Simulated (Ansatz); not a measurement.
# Lattice dynamics of AgF (model cell, started as layered BN type), part 2 of 2

Wanted: phonon frequencies of AgF (model cell, started as layered BN type) and what follows from them.

Ansatz 0.2.0; DFT PBEsol, scalar-relativistic, plane waves, PAW.

So far. Step 3 (Bringing the structure to rest, k-mesh 12×12×8): Little changed from the start: no atom moved by 0.005 Å and no cell edge by 0.1 %. The relaxed cell has a = 4.100, c = 4.826 Å (conventional setting).

The structure was built from a prototype and need not be the compound's stable phase.

## (4) Relaxing to small forces for the phonons

Phonons need a cell at rest on their own settings, so the relaxation is repeated with tight tolerances on forces and stress, using the mesh and the filling of the phonon run that follows.

Input file input.yaml:

```yaml
crystal:
  lattice:
    - [4.1000624744, -2.995e-06, 0.0]
    - [-2.0500286434, 3.5507597574, 0.0]
    - [0.0, 0.0, 4.8257371009]
  atoms:
    - { symbol: Ag, position: [0.3333333333, 0.6666666667, 0.25] }
    - { symbol: Ag, position: [0.6666666667, 0.3333333333, 0.75] }
    - { symbol: F, position: [0.6666666667, 0.3333333333, 0.25] }
    - { symbol: F, position: [0.3333333333, 0.6666666667, 0.75] }
kpoints:
  mp_grid: { grid: [12, 12, 8] }
hamiltonian:
  xc: pbesol
scf:
  occupations: { method: methfessel_paxton, width: 0.15 }
output:
  forces: true
  stress: true
  eigenvalues: true
relax:
  adjacent_minimum: "off"
  f_tol: 0.001
  max_steps: 60
  cell: { stress_tol: 0.01 }
```

On the command line:

```sh
$ ansatz run input.yaml --threads 4 --pin off --max-ram 7168MiB --backend cpu --events-out ev --progress --plain --runs-dir out
```

Numbers of over 12 decimals in the logs are rounded to 6 here.

The program printed:

```text
[...]
Crystal: 4 atoms, lattice volume = 70.255 Å³
Basis set: ecut = 420 eV, 1349 PW (Γ), exchange–correlation on 60×60×72 points (8 copies of the dense FFT grid, shifted against one another)
Bands: 32, of which v1, the nominal top of the filled ones, is band 26 counted from 1 (25 counted from 0)
Symmetry: 24 space group operations
[...]
k-points: 95 of 1152
[...]
--- Relaxed structure (4 steps of the walk, 4 accepted, 1 SCFs on fresh bases) ---
[...]
cell:  # Å, volume = 70.2554 Å³
    - [4.101808, -2.9963061949618815e-6, 0.0]
    - [-2.050901, 3.552271, 0.0]
    - [0.0, 0.0, 4.821682]
  atoms:
    - { symbol: Ag, position: [0.333333, 0.666667, 0.250000] }
    - { symbol: Ag, position: [0.666667, 0.333333, 0.750000] }
    - { symbol: F, position: [0.666667, 0.333333, 0.250000] }
    - { symbol: F, position: [0.333333, 0.666667, 0.750000] }
[key lines of the parts left out:]
SCF converged after 6 iterations
Free energy (F): -16642.846719 eV
Fermi energy:    7.041160 eV
P = ⅓ Tr σ = 0.0024 GPa (0.024 kbar)
```

It took 11 s on 4 threads of Arm Neoverse V2, shared host; peak memory 0.48 GiB; 44 s of CPU time.

Little changed from the start: no atom moved by 0.005 Å and no cell edge by 0.1 %.

Numbers from this step:

- pressure: 0.002435 GPa

The forces vanish by symmetry and the pressure is 0.002 GPa, within the tolerances set. The cell now holds 17.56 Å³/atom.

## (5) Linear response at the zone centre

The zone centre comes first: it holds the modes that light can see, as far as symmetry allows. No field response is asked, since the mesh shows no gap.

input.yaml, the sections that differ from step 4:

```yaml
crystal:
  lattice:
    - [4.1018079834, -2.9963e-06, 0.0]
    - [-2.0509013968, 3.5522714132, 0.0]
    - [0.0, 0.0, 4.8216818981]
  atoms:
    - { symbol: Ag, position: [0.3333333333, 0.6666666667, 0.25] }
    - { symbol: Ag, position: [0.6666666667, 0.3333333333, 0.75] }
    - { symbol: F, position: [0.6666666667, 0.3333333333, 0.25] }
    - { symbol: F, position: [0.3333333333, 0.6666666667, 0.75] }
output:
  eigenvalues: true
phonons:
  method: dfpt
# kpoints, hamiltonian, scf: as in step 4
# relax: removed
```

The program printed:

```text
[...]
Crystal: 4 atoms, lattice volume = 70.255 Å³
Basis set: ecut = 420 eV, 1349 PW (Γ), exchange–correlation on 60×60×72 points (8 copies of the dense FFT grid, shifted against one another)
Bands: 32, of which v1, the nominal top of the filled ones, is band 26 counted from 1 (25 counted from 0)
Symmetry: 24 space group operations
k-points: 320 of 1152 (irreducible under 2 space group operations, time reversal used)
[...]
SCF iter   1: F=—  HF=-16642.869936 eV  |F-HF|=—  |Δ(HF+E_count)|=         —  Δρ=1.43e-2  dr2=9.73e-2  ethr=1.77e-3  ⟨swp⟩=5.1  Hψ=35237  notcnv=0  defer=20
[...]
SCF iter   8: F=-16642.846719 eV  HF=-16642.846719 eV  |F-HF|=0.00e0  |Δ(HF+E_count)|=  8.00e-11  S|Δr|=    0.00e0  Δρ=4.11e-8  dr2=9.15e-13  ethr=1.00e-12  ⟨swp⟩=9.1  Hψ=47800  notcnv=0
SCF 1 converged in 8 iterations: F = -16642.846719 eV  dr2 = 9.15e-13
[...]
DFPT response loops at Γ: preconditioner auto → none (partly filled bands, converged f_vac=0.199); β = 0.50; Broyden in place of MSR1
SCF converged after 8 iterations
[...]
Free energy (F): -16642.846719 eV
[...]
Internal energy: -16642.850767 eV  (E = F + TS)
E sigma→0 (E₀):  -16642.847731 eV
Entropy (-TS):   0.004048 eV (1.012 meV/atom)
Fermi energy:    7.041160 eV
[...]
--- Band table (eV; the first three rows and the last of 320) ---
  k-point 0: bands = [... 22 lower, 6.5654, 6.5654, 6.5740, 6.5740, 6.6976, 12.6749, 14.3406, 17.9456, ... 2 higher]
  k-point 1: bands = [... 22 lower, 6.5674, 6.5674, 6.5748, 6.5748, 6.9443, 12.1935, 14.9467, 17.8978, ... 2 higher]
  k-point 2: bands = [... 22 lower, 6.5724, 6.5724, 6.5772, 6.5772, 7.6556, 11.3691, 16.1427, 17.7804, ... 2 higher]
  k-point 319: bands = [... 22 lower, 5.8815, 5.8815, 6.9773, 6.9773, 11.7571, 11.7571, 14.0812, 14.0812, ... 2 higher]
--- Phonons (Γ-DFPT): 4 representative perturbations + reference, on 320 of 1152 k-points (Σ response iterations 13) ---
  k mesh reduced under 2 symmetry operations, with k and −k counted as one. Each operation leaves every solved perturbation unchanged. A smaller set is not used because it would not reduce the number of displacements times k-points to solve
  ASR residual: 1.681e-5 → 0.000e0 eV/Å²; symmetrization residual: 2.437e-4 eV/Å²
  ASR residual per site (eV/Å²): 8.33e-6 8.33e-6 1.68e-5 1.68e-5
  Γ frequencies (cm⁻¹): -11.77 0.00 0.00 0.00 7.14 7.14 167.66 167.66 198.37 198.37 209.65 251.53
  non-analytic LO–TO correction: not included (Born effective charges unavailable; polar crystals: no LO–TO splitting at Γ)
```

The job ended after 88 s (4 threads; peak memory 1.9 GiB; 5.5 min of CPU time).

In the SCF lines HF is the Harris–Foulkes energy and dr2 the Hartree energy of the density residual, in eV; the loop may stop once dr2 is under the threshold and the program's other checks hold. Hψ counts applications of the Hamiltonian.

Numbers from this step:

```
sum-rule residual before enforcement                    : 1.68e-5 eV/Å²
point group                                             : 6/mmm
highest optical mode at the zone centre (no LO-TO term) : 251.5 cm⁻¹
lowest optical zone-centre mode                         : -11.77 cm⁻¹
```

Patterns of degenerate modes are one choice out of their space. The modes at Γ (shares of kinetic energy by element, %) (negative means imaginary):

```csv
mode,frequency (cm⁻¹),symmetry,Ag %,F %
1,-11.8,B1g,84,16
2,0.0,acoustic,85,15
3,0.0,acoustic,85,15
4,0.0,acoustic,85,15
5,7.1,E2g,84,16
6,7.1,E2g,84,16
7,167.7,E1u,15,85
8,167.7,E1u,15,85
9,198.4,E2g,16,84
10,198.4,E2g,16,84
11,209.7,A2u,15,85
12,251.5,B1g,16,84
```

Displacements in mode 8 (167.7 cm⁻¹), the largest set to 1:
```
Ag1 -0.01 -0.18  0.00
Ag2 -0.01 -0.18  0.00
F3   0.07  1.00  0.00
F4   0.07  1.00  0.00
```

Displacements in mode 10 (198.4 cm⁻¹), the largest set to 1:
```
Ag1  0.00  0.18  0.00
Ag2  0.00 -0.18  0.00
F3   0.00 -1.00  0.00
F4   0.00  1.00  0.00
```

Before it was imposed, the acoustic sum rule was missed by 1.7e-5 eV/Å². Small misses are needed for a sound result but don't prove that mesh and cutoff are converged. The lowest optical mode is imaginary, 11.8i cm⁻¹, so the energy falls along it.

## (6) Phonons on a q mesh

Stability and thermal properties need the whole zone. Linear response on a 2×2×2 q mesh gives force constants as far as a supercell of that size would.

input.yaml, as its differences from that of step 5:

```diff
@@ -20 +20,9 @@
   method: dfpt
+  qmesh: [2, 2, 2]
+  temperatures: { t_max: 1000, t_step: 50 }
+  qpath:
+    path:
+      - [[0.0, 0.0, 0.0], [0.5, 0.0, 0.0], [0.33333333, 0.33333333, 0.0], [0.0, 0.0, 0.0], [0.0, 0.0, 0.5], [0.5, 0.0, 0.5], [0.33333333, 0.33333333, 0.5], [0.0, 0.0, 0.5]]
+      - [[0.5, 0.0, 0.5], [0.5, 0.0, 0.0]]
+      - [[0.33333333, 0.33333333, 0.5], [0.33333333, 0.33333333, 0.0]]
+    npoints: 10
```

The program printed:

```text
Warning: phonons: the dynamical matrix that this run interpolates holds no multipole term above the dipole-dipole one, and a site of this crystal is no centre of inversion, so its interpolated transverse optical and acoustic branches and sound speeds can stay off near Gamma, and the density of states and the thermodynamics with them. What a run solves at a wave vector of phonons.qpoints, Gamma apart, where the deck admits one, is free of this, and under fd what a larger phonons.supercell samples
[...]
Crystal: 4 atoms, lattice volume = 70.255 Å³
Basis set: ecut = 420 eV, 1349 PW (Γ), exchange–correlation on 60×60×72 points (8 copies of the dense FFT grid, shifted against one another)
Bands: 32, of which v1, the nominal top of the filled ones, is band 26 counted from 1 (25 counted from 0)
Symmetry: 24 space group operations
k-points: 95 of 1152
[...]
SCF iter   1: F=—  HF=-16642.869948 eV  |F-HF|=—  |Δ(HF+E_count)|=         —  Δρ=1.43e-2  dr2=9.73e-2  ethr=1.77e-3  ⟨swp⟩=5.1  Hψ=10449  notcnv=0  defer=7
[...]
SCF iter   8: F=-16642.846719 eV  HF=-16642.846719 eV  |F-HF|=3.64e-12  |Δ(HF+E_count)|=  8.00e-11  S|Δr|=    0.00e0  Δρ=4.11e-8  dr2=9.11e-13  ethr=1.00e-12  ⟨swp⟩=9.1  Hψ=14171  notcnv=0
SCF 1 converged in 8 iterations: F = -16642.846719 eV  dr2 = 9.11e-13
[...]
SCF iter   1: F=—  HF=-16642.846718 eV  |F-HF|=—  |Δ(HF+E_count)|=         —  Δρ=1.92e-7  dr2=1.36e-11  ethr=1.55e-8  ⟨swp⟩=3.0  Hψ=18703  notcnv=0
eigensolver tolerance schedule: the retry pair's looser diagonalisation over-reported the residual by 593053.58 of it (diagonalisation noise at an unbounded share of the residual, at the tolerance the schedule requests for it); recorded, not acted on — ethr = c·dr2/N_el stays at c = 1.0e-1
[...]
SCF iter   2: F=—  HF=-16642.846719 eV  |F-HF|=—  |Δ(HF+E_count)|=   9.48e-7  S|Δr|=    0.00e0  Δρ=2.16e-7  dr2=1.74e-11  ethr=1.00e-12  ⟨swp⟩=3.0  Hψ=6475  notcnv=0
SCF iter   3: F=-16642.846719 eV  HF=-16642.846719 eV  |F-HF|=0.00e0  |Δ(HF+E_count)|=  1.09e-11  S|Δr|=    0.00e0  Δρ=9.04e-8  dr2=2.25e-12  ethr=1.00e-12  ⟨swp⟩=2.0  Hψ=7854  notcnv=0
SCF 2 converged in 3 iterations: F = -16642.846719 eV  dr2 = 2.25e-12
phonons: the bands overlap, so this run is a metal and interpolates without the dipole-dipole term. If the crystal is really an insulator or semiconductor, its LO-TO splitting is missing
NSCF: frozen V_eff on 95 k-points
[...]
DFPT response loops at q = (0, 0, 0) (fractional): preconditioner auto → none (partly filled bands, converged f_vac=0.199); β = 0.50; Broyden in place of MSR1
[...]
SCF converged after 8 iterations
[...]
Free energy (F): -16642.846719 eV
[...]
Internal energy: -16642.850767 eV  (E = F + TS)
E sigma→0 (E₀):  -16642.847731 eV
Entropy (-TS):   0.004048 eV (1.012 meV/atom)
Fermi energy:    7.041160 eV
[...]
--- Band table (eV; the first three rows and the last of 95) ---
  k-point 0: bands = [... 22 lower, 6.5654, 6.5654, 6.5740, 6.5740, 6.6976, 12.6749, 14.3406, 17.9456, ... 2 higher]
  k-point 1: bands = [... 22 lower, 6.5674, 6.5674, 6.5748, 6.5748, 6.9443, 12.1935, 14.9467, 17.8978, ... 2 higher]
  k-point 2: bands = [... 22 lower, 6.5724, 6.5724, 6.5772, 6.5772, 7.6556, 11.3691, 16.1427, 17.7804, ... 2 higher]
  k-point 94: bands = [... 22 lower, 5.8329, 5.8329, 7.0235, 7.0235, 13.0324, 13.0324, 13.7097, 13.7097, ... 2 higher]
--- Phonons (Γ-DFPT): 4 representative perturbations + reference (Σ response iterations 14) ---
  ASR residual: 2.743e-5 → 0.000e0 eV/Å²; symmetrization residual: 8.624e-6 eV/Å²
  ASR residual per site (eV/Å²): 1.34e-6 1.34e-6 2.74e-5 2.74e-5
[...]
--- Phonons (arbitrary-q DFPT): 4 irreducible q on the 2×2×2 mesh ---
  q = [0.0000, 0.0000, 0.0000] (star 1, of the zone-centre solve; hermiticity 5.15e-6, symmetrization 8.32e-7): -11.77 -0.00 -0.00 0.00 7.14 7.14 167.65 167.65 198.37 198.37 209.65 251.53
  q = [0.0000, 0.0000, -0.5000] (star 1, 4 solved perturbations in 930 linear systems a pass and spin channel, the states on 370 of 1152 k-point pairs; hermiticity 3.70e-6, symmetrization 3.69e-7): -17.87 -17.87 -17.87 -17.87 107.11 107.11 180.73 180.73 180.73 180.73 228.35 228.35
[...]
sum rule: each row above includes the acoustic sum rule's correction from the zone centre's row sums; it moved no ω² by more than (0.63 cm⁻¹)²
  mesh force constants: q→R imaginary residual 1.48e-17; ASR residual 2.743e-5 → 0.000e0 eV/Å²; symmetrization residual 4.885e-15 eV/Å²
  interpolated dispersion: 93 rows × 12 modes
  density of states and harmonic sums: on the 18×18×14 q-mesh, interpolated from the force constants of a 2×2×2 supercell (no non-analytic term)
  largest difference from the sums on the solved wave vectors: F 2.85e-1 eV, S 3.69e-4 and C_V 8.42e-5 eV/K
  zero-point energy: 0.090510 eV/cell   skipped modes (ω ≤ 0): 690, of them read as no rigid motion or as one in doubt: 687 (2.272e0 modes/cell left out, lowest -34.59 cm⁻¹)   left out of the sums: 1.89e-1 of the cell's modes: C_V's classical limit lies that fraction below 3 k_B per atom; for a crystal, a wire or a layer, F and S can be off by more, and a phonons.interpolated_qmesh denser along its periods is the remedy for the sampling
```

It took 6.1 min on 4 threads; peak memory 1.9 GiB.

Numbers from this step:

```
sum-rule residual before enforcement                    : 2.74e-5 eV/Å²
lowest frequency on the path                            : -28.26 cm⁻¹
highest frequency on the path or at a solved wavevector : 265.6 cm⁻¹
lowest mode on the q mesh (acoustic modes at Γ apart)   : -26.27 cm⁻¹
```

Frequencies (cm⁻¹) solved at each irreducible wavevector; negative means imaginary. Frequencies by wavevector, by row:

```csv
q in reciprocal lattice units,star,mode 1,mode 2,mode 3,mode 4,mode 10,mode 11,mode 12
0 0 0,1,-11.8,0,0,0,198.4,209.7,251.5
0 0 -0.5,1,-17.9,-17.9,-17.9,-17.9,180.7,228.3,228.3
0 -0.5 0,3,-26.3,-24.1,-19.1,-9.2,225.1,225.7,234.6
0 -0.5 -0.5,3,-23.7,-23.7,53.5,53.5,209.9,265.4,265.4
```

Interpolated from a 2×2×2 q mesh, rough between the solved points. The phonon branches at the labelled points (cm⁻¹):

```csv
point,branch 1,branch 2,branch 3,branch 4,branch 9,branch 10,branch 11,branch 12
Γ,-12,0,0,0,198,198,210,252
halfway,-19,-19,-18,9,211,212,213,245
M,-26,-24,-19,-9,221,225,226,235
halfway,-27,-25,-9,32,217,222,232,234
K,-27,-27,14,46,216,227,227,238
halfway,-21,-20,-14,20,212,215,218,243
Γ,-12,0,0,0,198,198,210,252
halfway,-13,-13,-11,-11,193,193,219,241
A,-18,-18,-18,-18,181,181,228,228
halfway,-22,-22,38,38,196,196,248,248
L,-24,-24,54,54,210,210,265,265
halfway,4,4,46,46,218,218,264,264
H,24,24,31,31,226,226,262,262
halfway,-14,-14,39,39,202,202,251,251
A,-18,-18,-18,-18,181,181,228,228
jump to L,-24,-24,54,54,210,210,265,265
halfway,-27,-22,-17,34,200,220,254,260
M,-26,-24,-19,-9,221,225,226,235
jump to H,24,24,31,31,226,226,262,262
halfway,-24,-24,19,41,218,234,254,254
K,-27,-27,14,46,216,227,227,238
```

Tetrahedra on a 18×18×14 mesh, mean over bins of 5 cm-1. Interpolated from a 2×2×2 q mesh, rough between the solved points. Table of phonon density of states by wavenumber; read off at these points:

```csv
wavenumber (cm⁻¹),phonon density of states (1/cm⁻¹/cell)
-32,0.0297
-22,0.0921
-18,0.131
-8,0.0341
-2,0.0262
8,0.0308
18,0.0325
22,0.0338
32,0.0291
42,0.0270
48,0.0228
58,0.0258
62,0.0286
72,0.0265
82,0.0601
88,0.0894
98,0.0339
108,0.0254
112,0.00254
118,0.0262
122,0.0211
128,0.0160
138,0.0153
148,0.0160
152,0.0169
162,0.0197
172,0.0356
178,0.0339
188,0.0419
192,0.0470
202,0.0672
212,0.0759
218,0.0656
228,0.0433
238,0.0381
242,0.0511
248,0.0715
252,0.0543
258,0.0580
268,7.5e-4
```

The partial phonon density of states has structure finer than the step of the table below, so its rows give means over 10 cm⁻¹, whole bins alone (the curve runs from -44.5 to 283 cm⁻¹). Peaks (cm⁻¹: height): Ag -17.7: 0.103, 11.1: 0.0330, 87.4: 0.0751; F -17.7: 0.0190, 81.2: 0.0105, 171.9: 0.0389, 209.0: 0.0638, 246.1: 0.0630.

Phonopy on the run's constants, 15x15x11 mesh, Gaussian sigma 2.3 cm-1. Interpolated from a 2×2×2 q mesh, rough between the solved points. The partial phonon density of states by wavenumber; means over each step; values in 1/cm⁻¹/cell:

```csv
wavenumber (cm⁻¹),Ag,F
-30,0.0393,0.0120
-20,0.0888,0.0174
-10,0.0504,0.0100
0,0.0130,0.00262
10,0.0273,0.00580
20,0.0267,0.00558
30,0.0283,0.00739
40,0.0202,0.00578
50,0.0177,0.00523
60,0.0234,0.00508
70,0.0231,0.00355
80,0.0438,0.00900
90,0.0553,0.00625
100,0.0240,0.00484
110,0.0176,0.00227
120,0.0171,0.00366
130,0.00849,0.00694
140,0.00597,0.00779
150,0.00585,0.0127
160,0.00451,0.0120
170,0.00665,0.0271
180,0.00526,0.0255
190,0.00737,0.0411
200,0.00854,0.0534
210,0.00919,0.0615
220,0.00769,0.0538
230,0.00448,0.0384
240,0.00374,0.0418
250,0.00355,0.0568
260,9.9e-4,0.0496
270,5.7e-5,0.00443
```

Symmetry leaves 4 wavevectors to solve. The lowest mode among them, the acoustic zeros apart, lies at q = (0, -0.5, 0) and is imaginary, 26.3i cm⁻¹, so the energy falls along it.

## (7) Another isotope

An isotope changes the mass and not the force constants, so no new electronic calculation is needed; the shifts show which modes move this element.

The same force constants with the mass of Ag changed from 107.868 to 108.905 u (phonopy, no LO-TO term). Both lists are sorted by frequency; levels can cross, so a row need not hold one and the same mode. Modes under 3 cm⁻¹ are left out. Isotope shifts, by row, the first 40 of 45 rows:

```csv
q,rank,natural mass (cm⁻¹),changed mass (cm⁻¹)
0 0 0,1,-11.77,-11.72
0 0 0,5,7.14,7.11
0 0 0,6,7.14,7.11
0 0 0,7,167.7,167.5
0 0 0,8,167.7,167.5
0 0 0,9,198.4,198.2
0 0 0,10,198.4,198.2
0 0 0,11,209.7,209.5
0 0 0,12,251.5,251.3
0 0 -0.5,1,-17.87,-17.8
0 0 -0.5,2,-17.87,-17.8
0 0 -0.5,3,-17.87,-17.8
0 0 -0.5,4,-17.87,-17.8
0 0 -0.5,5,107.1,106.6
0 0 -0.5,6,107.1,106.6
0 0 -0.5,7,180.7,180.6
0 0 -0.5,8,180.7,180.6
0 0 -0.5,9,180.7,180.6
0 0 -0.5,10,180.7,180.6
0 0 -0.5,11,228.3,228.3
0 0 -0.5,12,228.3,228.3
0 -0.5 0,1,-26.27,-26.16
0 -0.5 0,2,-24.07,-23.98
0 -0.5 0,3,-19.06,-18.98
0 -0.5 0,4,-9.22,-9.18
0 -0.5 0,5,87.01,86.61
0 -0.5 0,6,88.88,88.47
0 -0.5 0,7,196.9,196.8
0 -0.5 0,8,217.2,217.2
0 -0.5 0,9,220.6,220.4
0 -0.5 0,10,225.1,225
0 -0.5 0,11,225.7,225.6
0 -0.5 0,12,234.6,234.4
0 -0.5 -0.5,1,-23.67,-23.57
0 -0.5 -0.5,2,-23.67,-23.57
0 -0.5 -0.5,3,53.53,53.4
0 -0.5 -0.5,4,53.53,53.4
0 -0.5 -0.5,5,83.63,83.43
0 -0.5 -0.5,6,83.63,83.43
0 -0.5 -0.5,7,118.7,118.2
```

A mode of this element alone would shift by -0.48 %. The highest zone-centre frequency without the field goes from 251.5 to 251.3 cm⁻¹ (-0.1 %).

## (8) Summary of results

| Quantity | Value |
| --- | --- |
| space group after relaxation (within 0.01 Å) | P6_3/mmc |
| volume per atom | 17.6 Å³ |
| electronic character | no gap on this mesh |
| highest optical mode at the zone centre (no LO-TO term) | 252 cm⁻¹ |
| lowest optical zone-centre mode | -11.8 cm⁻¹ |
| lowest mode on the q mesh (acoustic modes at Γ apart) | -26.3 cm⁻¹ |
| highest frequency on the path or at a solved wavevector | 266 cm⁻¹ |
| imaginary modes on the 2×2×2 q mesh | yes |

Modes are clearly imaginary (beyond 10i cm⁻¹) at 4 of the 4 irreducible wavevectors, most at q = (0, -0.5, 0) (26.3i cm⁻¹), so this structure is not a minimum of the energy. The optical modes at Γ span -12 to 252 cm⁻¹ (negative means imaginary). The highest mode in this list at Γ, 251.5 cm⁻¹, is mostly motion of F (84 % of the kinetic energy). The q mesh stands for a supercell only 8.2 Å across, so branches between the solved wavevectors are rough. With no gap, or one that is small against the smearing, the frequencies hang on the k mesh and the smearing, most of all near Kohn anomalies. A semilocal functional can close a gap that the real compound would have, so the metallic treatment may be an artefact of the level. The starting cell was built on a prototype and not taken from a measurement, so the phase need not exist. These are harmonic frequencies at zero temperature: anharmonic shifts, linewidths and thermal expansion are left out.

[Logs are printed without paths, hosts, clocks, repeated set-up lines and the standing remarks that a program may print on its own settings, such as how far it seeks lower states.]

[Hosts, paths, dates, database ids (printed as entryN), source tags and the programs' standing remarks are cut or masked in the printed files.]
